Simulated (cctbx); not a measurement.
## Lattice, Laue class and space group of a new crystal

Cell: a = 8.8810 Å, b = 8.8810 Å, c = 8.8810 Å, α = 90.00°, β = 90.00°, γ = 90.00°. Expected content of the cell: Pb16 Sn8.

The data are simulated with cctbx, not measured: Mo Kα, λ = 0.71073 Å, to d = 0.65 Å, 95 % of the full sphere, strongest reflection 5000 counts, noise from counting, a 6 % proportional error and a noise floor of 8 counts (s.d.); no absorption.

A first pass over the reflections prints:

```text
10191 reflections to d = 0.651 A
centring   violations  <I/sigma> of those
    A          0 of  5104     -0.0
    B          0 of  5104     -0.0
    C          0 of  5094      0.0
    I       1250 of  5064      2.6
    R       1265 of  6788      2.1
    F          0 of  7651     -0.0
Laue class    unique    Rint  (classes that these axes allow; Friedel mates merged)
F m m m           394   0.058
F m -3            136   0.062
F m -3 m           96   0.062
space group    extra absences  I>4sigma  <I/sigma>
F 4 3 2                 0          0         -  acentric
F 41 3 2               17          0       0.0  acentric
F -4 3 m                0          0         -  acentric
F m -3 m                0          0         -  centric
F d -3 m :1           196          0      -0.0  centric
F d -3 m :2           196          0      -0.0  centric
Wilson B = 0.58 A^2   <|E^2-1|> = 0.685 (0.968 centric, 0.736 acentric)   E^2>4: 0.0 %
shell (A)         n   <I/sigma>
 5.13 - 1.30     18     40.5
 1.30 - 1.04     13     36.4
 1.04 - 0.91      9     52.3
 0.91 - 0.82     15     37.8
 0.82 - 0.77      9     37.5
 0.77 - 0.72     10     43.6
 0.72 - 0.68     10     32.3
 0.68 - 0.65     12     39.5
```

**Question.** What are the lattice type, the Laue class and the likely space group?

The reflections that A, B, C and F centring forbids are absent (⟨I/σ⟩ near 0), so the lattice is F. F holds A, B and C together.

Rint stays low (0.058 to 0.062) up to F m -3 m, the highest class in these axes.

6 settings pass the absence test. The most absences obeyed, 196, belong to F d -3 m alone.

⟨|E²−1|⟩ = 0.685 leans to a non-centrosymmetric structure. Here that hint misleads: the statistic assumes many like atoms on general positions, and few, heavy or special-position atoms break it. The Wilson B of 0.58 Å² means U ≈ 0.0073 Å².

The true group is Fd-3m (no. 227, origin choice 1), Laue class m-3m, centrosymmetric. The tables fix it.

This is a model crystal, built by substitution and not relaxed, with assumed displacement parameters.

[Logs are printed without paths, hosts, clocks, repeated set-up lines and the standing remarks that a program may print on its own settings, such as how far it seeks lower states.]
